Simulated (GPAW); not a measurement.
# Dielectric function and optical constants of W

Aim: the dielectric function of W, and the optical constants that follow from it.

Main program and level: GPAW 26.7.0; DFT, PBE, plane-wave PAW (GPAW data sets), scalar-relativistic, RPA, optical limit.

## (1) The starting structure

The structure is cubic, space group Im-3m (No. 229). Conventional cell: a = 3.165 Å, b = 3.165 Å, c = 3.165 Å, α = 90.00°, β = 90.00°, γ = 90.00°. W has 8 W at 2.74 Å nearest.

## (2) Ground state

First the ground state: is it a metal or has it a gap?

This step: DFT, PBE, plane-wave PAW (GPAW data sets), scalar-relativistic, ground state (GPAW 26.7.0).

The input, gs.py:

```python
from ase import Atoms
from ase.dft.bandgap import bandgap
from gpaw import GPAW, PW, FermiDirac

atoms = Atoms(['W'],
              cell=[[-1.582345000000, 1.582345000000, 1.582345000000],
                    [1.582345000000, -1.582345000000, 1.582345000000],
                    [1.582345000000, 1.582345000000, -1.582345000000]],
              scaled_positions=[[0.000000000000, 0.000000000000, 0.000000000000]],
              pbc=[True, True, True])
atoms.calc = GPAW(mode=PW(400), xc='PBE', kpts={'size': (10, 10, 10), 'gamma': True},
                  occupations=FermiDirac(0.05), maxiter=150, txt='gs.txt')
print('energy (eV)', atoms.get_potential_energy())
print('Fermi level (eV)', atoms.calc.get_fermi_level())
print('valence electrons', atoms.calc.get_number_of_electrons())
print('gap (eV)', bandgap(atoms.calc, output=None)[0])
print('direct gap (eV)', bandgap(atoms.calc, direct=True, output=None)[0])
atoms.calc.write('gs.gpw')
```

Launch:

```
$ OMP_NUM_THREADS=1 python gs.py
```

Numbers of over 12 decimals in the logs are rounded to 6 here.

What it wrote:

```text
__  _  _
 | _ |_)|_||  |
 |__||  | ||/\| - 26.7.0

Versions:
  Python: 3.12.14
  ASE:    3.29.0
  Numpy:  2.5.5
  Scipy:  1.18.1
  Libxc:  7.0.0

Input parameters:
  mode=PW(ecut=400.0),
  kpts=MonkhorstPack(size=(10, 10, 10), gamma=True),
  maxiter=150,
  occupations=Occupations(name='fermi-dirac', width=0.05, fixmagmom=False),
  xc=XC(name='PBE')

Diagonalizing LCAO Hamiltonian
Converting LCAO to pw mode

       W

Atoms  # Å, Bohr magnetons
|   | symbol |        x |        y |        z |    initial magnetic moments |
| 0 |      W | 0.000000 | 0.000000 | 0.000000 | ( 0.0000,  0.0000,  0.0000) |

Unit cell  # Å
| periodic |         x |         y |         z |  lengths |     angles |
|      yes | -1.582345 |  1.582345 |  1.582345 | 2.740702 | 109.471221 |
|      yes |  1.582345 | -1.582345 |  1.582345 | 2.740702 | 109.471221 |
|      yes |  1.582345 |  1.582345 | -1.582345 | 2.740702 | 109.471221 |

Number of symmetries: 48
Symmetry operations  # r_c * U_cc + t_c -> r_c
|    | kind |            matrix            |
|  0 |  σ   |  1, 1, 1,  0, 0,-1,  0,-1, 0 |
|  1 |  C4  |  1, 1, 1,  0, 0,-1, -1, 0, 0 |
|  2 |  C2  |  1, 1, 1,  0,-1, 0,  0, 0,-1 |
|  3 |  S6  |  1, 1, 1,  0,-1, 0, -1, 0, 0 |
|  4 |  S6  |  1, 1, 1, -1, 0, 0,  0, 0,-1 |
|  5 |  C4  |  1, 1, 1, -1, 0, 0,  0,-1, 0 |
|  6 |  E   |  1, 0, 0,  0, 1, 0,  0, 0, 1 |
|  7 |  σ   |  1, 0, 0,  0, 1, 0, -1,-1,-1 |
|  8 |  σ   |  1, 0, 0,  0, 0, 1,  0, 1, 0 |
|  9 |  C3  |  1, 0, 0,  0, 0, 1, -1,-1,-1 |
| 10 |  C3  |  1, 0, 0, -1,-1,-1,  0, 1, 0 |
| 11 |  σ   |  1, 0, 0, -1,-1,-1,  0, 0, 1 |
| 12 |  σ   |  0, 1, 0,  1, 0, 0,  0, 0, 1 |
| 13 |  C2  |  0, 1, 0,  1, 0, 0, -1,-1,-1 |
| 14 |  C3  |  0, 1, 0,  0, 0, 1,  1, 0, 0 |
| 15 |  S4  |  0, 1, 0,  0, 0, 1, -1,-1,-1 |
| 16 |  S4  |  0, 1, 0, -1,-1,-1,  1, 0, 0 |
| 17 |  C3  |  0, 1, 0, -1,-1,-1,  0, 0, 1 |
| 18 |  C3  |  0, 0, 1,  1, 0, 0,  0, 1, 0 |
| 19 |  S4  |  0, 0, 1,  1, 0, 0, -1,-1,-1 |
| 20 |  σ   |  0, 0, 1,  0, 1, 0,  1, 0, 0 |
| 21 |  C3  |  0, 0, 1,  0, 1, 0, -1,-1,-1 |
| 22 |  C2  |  0, 0, 1, -1,-1,-1,  1, 0, 0 |
| 23 |  S4  |  0, 0, 1, -1,-1,-1,  0, 1, 0 |
| 24 |  C4  |  0, 0,-1,  1, 1, 1,  0,-1, 0 |
| 25 |  σ   |  0, 0,-1,  1, 1, 1, -1, 0, 0 |
| 26 |  S6  |  0, 0,-1,  0,-1, 0,  1, 1, 1 |
| 27 |  C2  |  0, 0,-1,  0,-1, 0, -1, 0, 0 |
| 28 |  C4  |  0, 0,-1, -1, 0, 0,  1, 1, 1 |
| 29 |  S6  |  0, 0,-1, -1, 0, 0,  0,-1, 0 |
| 30 |  S6  |  0,-1, 0,  1, 1, 1,  0, 0,-1 |
| 31 |  C4  |  0,-1, 0,  1, 1, 1, -1, 0, 0 |
| 32 |  C4  |  0,-1, 0,  0, 0,-1,  1, 1, 1 |
| 33 |  S6  |  0,-1, 0,  0, 0,-1, -1, 0, 0 |
| 34 |  σ   |  0,-1, 0, -1, 0, 0,  1, 1, 1 |
| 35 |  C2  |  0,-1, 0, -1, 0, 0,  0, 0,-1 |
| 36 |  C2  | -1, 0, 0,  1, 1, 1,  0, 0,-1 |
| 37 |  S6  | -1, 0, 0,  1, 1, 1,  0,-1, 0 |
| 38 |  S6  | -1, 0, 0,  0, 0,-1,  1, 1, 1 |
| 39 |  C2  | -1, 0, 0,  0, 0,-1,  0,-1, 0 |
| 40 |  C2  | -1, 0, 0,  0,-1, 0,  1, 1, 1 |
| 41 |  i   | -1, 0, 0,  0,-1, 0,  0, 0,-1 |
| 42 |  S4  | -1,-1,-1,  1, 0, 0,  0, 1, 0 |
| 43 |  C3  | -1,-1,-1,  1, 0, 0,  0, 0, 1 |
| 44 |  C3  | -1,-1,-1,  0, 1, 0,  1, 0, 0 |
| 45 |  σ   | -1,-1,-1,  0, 1, 0,  0, 0, 1 |
| 46 |  S4  | -1,-1,-1,  0, 0, 1,  1, 0, 0 |
| 47 |  C2  | -1,-1,-1,  0, 0, 1,  0, 1, 0 |

BZ-sampling:
  Number of BZ points: 1000
  Number of IBZ points: 47

  Monkhorst-Pack size: [10, 10, 10]
  Monkhorst-Pack shift: [0.05, 0.05, 0.05]

K-points  # in reciprocal-cell coordinates
|     |                                coordinates |     weight |
|   0 | (  0.00000000,   0.00000000,   0.00000000) | 0.00100000 |
|   1 | (  0.10000000,   0.00000000,   0.00000000) | 0.01200000 |
|   2 | (  0.10000000,   0.10000000,  -0.10000000) | 0.00600000 |
|   3 | (  0.20000000,   0.00000000,  -0.10000000) | 0.02400000 |
|   4 | (  0.20000000,   0.00000000,   0.00000000) | 0.01200000 |
|   5 | (  0.20000000,   0.10000000,  -0.10000000) | 0.02400000 |
|   6 | (  0.20000000,   0.20000000,  -0.20000000) | 0.00600000 |
|   7 | (  0.30000000,  -0.10000000,  -0.10000000) | 0.00800000 |
|   8 | (  0.30000000,   0.00000000,  -0.10000000) | 0.04800000 |
|   9 | (  0.30000000,   0.00000000,   0.00000000) | 0.01200000 |
| ... |                                            |            |
|  46 | (  0.50000000,   0.50000000,   0.50000000) | 0.00100000 |

Plane wave coefficients: 321
Cutoff: 400.0 eV

Spin-components: 1 (collinear spins)
Bands:           13
Projectors:      6
Spin-degeneracy: 2
Datatype:        complex128

Parallelization:
  kpt:    1
  domain: 1
  band:   1

Density:
  Valence electrons: 14.0
  Components: 1
  Grid points: [14 14 14]
  Charge: 0.0  # |e|

Potential:
  Grid points: [14 14 14]

species:
  W:
    name:    Tungsten
    id:
    Z:       74.0
    valence: 14
    core:    60
    charge:  0.0  # [|e|]
    compensation charges:
      type: gauss
      rc: 0.40  # [Å]
      lmax: 2
    cutoffs:
      filter: 2.36  # [Å]
      core: 3.02  # [Å]
    projectors
    | kind |    occ | energy [eV] | rcut [Å] |
    |   5s |  2.000 |     -78.830 |    1.344 |
    |   6s |  2.000 |      -5.697 |    1.344 |
    |   5p |  6.000 |     -43.233 |    1.355 |
    |   6p |  0.000 |      -1.367 |    1.355 |
    |   5d |  4.000 |      -4.494 |    1.228 |
    |    d |        |      22.717 |    1.228 |

    Using partial waves for W as LCAO basis

Reference energy: -438771.671655  # eV

eigensolver:
  PPCG
  Converge bands: occupied
  niter=2

density mixing:
  MSR1-Mixer
  Pratt-step length: 0.05
  Maximum mixing coefficient: 0.75
  Old densities: 10
  SVD Regularization: 0.005
  Good broyden scale: 1.0
  Trust region scale: 1.0
  Backstep threshold: 4.0
  History deletion threshold: 6.0
  Fourier metric: weight=20.0, sigma=0.015

occupation numbers:
  Fermi-Dirac:
    width: 0.0500  # eV

poisson solver:
  ecut: 3200.0  # eV

xc functional:
  name: PBE with 2 nearest neighbor stencil

convergence criteria:
- Maximum [total energy] change in last 3 cyles: 0.0005 eV / valence electron
- Maximum integral of absolute [dens]ity change: 0.0001 electrons / valence electron
- Maximum integral of absolute [eigenst]ate change: 4e-08 eV^2 / valence electron
maximum number of iterations: 150

SCF iterations
|iter     |      energy | eigst |  dens |
|iter:   1||  -11.786375 | -0.12 |       |
|iter:   2||  -11.748276 | -3.10 | -1.22 |
|iter:   3||  -11.555879 | -1.83 | -1.26 |
|iter:   4||  -11.558419 | -3.50 | -1.94 |
|iter:   5||  -11.559381c| -4.75 | -2.32 |
|iter:   6||  -11.559382c| -6.81 | -3.88 |
|iter:   7||  -11.559382c| -7.90c| -4.25c|

Converged in 7 steps
SCF loop duration: 3.312 s (0.473 s/step)
Energy contributions relative to reference atoms: (reference = -438771.671655)

Energy contributions:
  Kinetic:           8.083678
  Coulomb:          -9.667109
  Zero:             -0.004813
  External:          0.000000
  Xc:               -9.968959
  Entropy:          -0.004357
  Spinorbit:         0.000000
  ----------------------------
  Free energy:     -11.561561
  Extrapolated:    -11.559382

dipole moment: (-5.904402, -5.904402, -5.904402)  # |e|*Ang

Fermi level: 14.772
Eigenvalues  # (at kpt = [0.000, 0.000, 0.000])
| band index |      eig [eV] | occ [0-2] |
|          0 |       -59.357 |     2.000 |
|          1 |       -23.185 |     2.000 |
|          2 |       -23.185 |     2.000 |
|          3 |       -23.185 |     2.000 |
|          4 |         5.047 |     2.000 |
|          5 |        13.395 |     2.000 |
|          6 |        13.395 |     2.000 |
|          7 |        13.395 |     2.000 |
|          8 |        16.867 |     0.000 |
|          9 |        16.867 |     0.000 |
|         10 |        29.420 |     0.000 |
|         11 |        41.428 |     0.000 |
|         12 |        41.428 |     0.000 |

No gap
No difference between direct/indirect transitions

--- standard output ---
energy (eV) -11.559382
Fermi level (eV) 14.772481
valence electrons 14.0
gap (eV) 0.0
direct gap (eV) 0.0
```

Run time: 5.5 s. Hardware: 1 thread of Arm Neoverse V1, shared host; peak memory 0.12 GiB.

Numbers from this step:

```
energy       : -11.56 eV
Fermi energy : 14.77 eV
electrons    : 14
```

There are states at the Fermi level within the smearing, so the occupations stay smeared and the carriers get a Drude term.

## (3) Bands for the response

At the fixed density, many empty bands are solved on the mesh of the response, since the spectrum sums over them.

This step: DFT, PBE, plane-wave PAW (GPAW data sets), scalar-relativistic, bands at fixed density (GPAW 26.7.0).

The input, nscf.py:

```python
from ase.dft.bandgap import bandgap
from gpaw import GPAW, FermiDirac

calc = GPAW('gs.gpw').fixed_density(kpts={'size': (22, 22, 22), 'gamma': True}, nbands=24, convergence={'bands': 18},
                                    occupations=FermiDirac(0.05), txt='nscf.txt')
print('gap (eV)', bandgap(calc, output=None)[0])
print('direct gap (eV)', bandgap(calc, direct=True, output=None)[0])
print('top band over the Fermi level (eV)', min(calc.get_eigenvalues(kpt=k)[17] for k in range(len(calc.get_ibz_k_points()))) - calc.get_fermi_level())
calc.write('full.gpw', mode='all')
```

Launch:

```
$ OMP_NUM_THREADS=1 python nscf.py
```

What it wrote:

```text
Diagonalizing LCAO Hamiltonian
Converting LCAO to pw mode
convergence criteria:
- Maximum integral of absolute [eigenst]ate change: 4e-08 eV^2 / valence electron
maximum number of iterations: 150

SCF iterations
|iter     |      energy | eigst |  dens |
|iter:   1||             | +2.53 |       |
|iter:   2||             | +0.24 |       |
|iter:   3||             | -2.39 |       |
|iter:   4||             | -4.46 |       |
|iter:   5||             | -6.88 |       |
|iter:   6||             | -8.03c|       |
SCF steps: 6
  __  _  _
 | _ |_)|_||  |
 |__||  | ||/\| - 26.7.0

Versions:
  Python: 3.12.14
  ASE:    3.29.0
  Numpy:  2.5.5
  Scipy:  1.18.1
  Libxc:  7.0.0

Input parameters:
  mode=PW(ecut=400.0),
  convergence={'bands': 18},
  gpts=array([14, 14, 14]),
  kpts=MonkhorstPack(size=(22, 22, 22), gamma=True),
  maxiter=150,
  nbands=24,
  occupations=Occupations(name='fermi-dirac', width=0.05, fixmagmom=False),
  parallel={},
  xc=XC(name='PBE')

--- standard output ---
gap (eV) 0.0
direct gap (eV) 0.0
top band over the Fermi level (eV) 29.034091
```

Run time: 33 s. Hardware: 1 thread; peak memory 0.18 GiB.

(Part 1 of 2 ends here.)

[Machine, clock and banner lines and Python warnings are left out of the logs.]

[Logs are printed without paths, hosts, clocks, repeated set-up lines and the standing remarks that a program may print on its own settings, such as how far it seeks lower states.]

[Hosts, paths, dates, database ids (printed as entryN), source tags and the programs' standing remarks are cut or masked in the printed files.]
